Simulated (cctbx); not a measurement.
# Co2CuIr3S6O2: precision against data quality

Space group P4_332 (no. 212), a = 9.7080 Å, b = 9.7080 Å, c = 9.7080 Å, α = 90.00°, β = 90.00°, γ = 90.00°.

```
atom  mult.       x       y       z  Ueq (Å²)
 Ir1     12     7/8  0.8739  0.6239    0.0058
 Cu1      4     7/8     3/8     1/8    0.0065
 Co1      8  0.7480  0.7520  0.2480    0.0113
  S1     24  0.8677  0.8923  0.3918    0.0085
  O1      8  0.8630  0.8630  0.8630    0.0213
```

The model is made up (kin elements in a known structure type, no relaxation), so it says nothing on whether the phase exists.

Five simulated data sets (cctbx; Mo Kα, λ = 0.71073 Å; 3 % proportional error) differ in resolution or exposure (noise floor 4 counts in the first three, 8 in the last two). Each is refined with the right model, isotropic at 1.1 Å and anisotropic otherwise. How do the figures of merit and the uncertainties move?

```csv
d min (Å),top counts,"⟨I/σ⟩ (unmerged, absences included)",unique,param. (scale apart),Rint,R1,GooF,largest s.u. xyz (fractional),s.u. U of O1 (Å²),largest error (Å)
1.1,20000,10.2,127,11,0.032,0.0112,1.21,0.00065,0.0028,0.0121
0.84,20000,9.0,276,22,0.037,0.0114,0.99,0.00046,0.0014,0.0028
0.6,20000,7.5,752,22,0.043,0.0135,0.97,0.00035,0.0008,0.0018
0.75,300,0.6,386,22,0.596,0.0812,0.91,0.00606,0.0302,0.0758
0.75,3000,2.8,386,22,0.132,0.0331,0.91,0.00185,0.0063,0.0105
```

The number of reflections grows roughly as 1/d³: 127, 276 and 752 here. R1 follows the noise rather than the truth: at 300 counts it is 0.0812, at 3000 counts 0.0331, while GooF is 0.91 and 0.91: the weights 1/σ² carry the noise. The s.u. of U (U11 where anisotropic) for O1 goes 0.0028, 0.0014, 0.0008 Å² with resolution and 0.0302, 0.0063 Å² with exposure.

The 1.1 Å row also differs in its displacement model, so it isn't a clean test of resolution.

Hardware for the 0.6 Å refinement: 0.6 s on 1 thread of Arm Neoverse N1 (shared host), peak memory 0.09 GiB.

[Logs are printed without paths, hosts, clocks, repeated set-up lines and the standing remarks that a program may print on its own settings, such as how far it seeks lower states.]
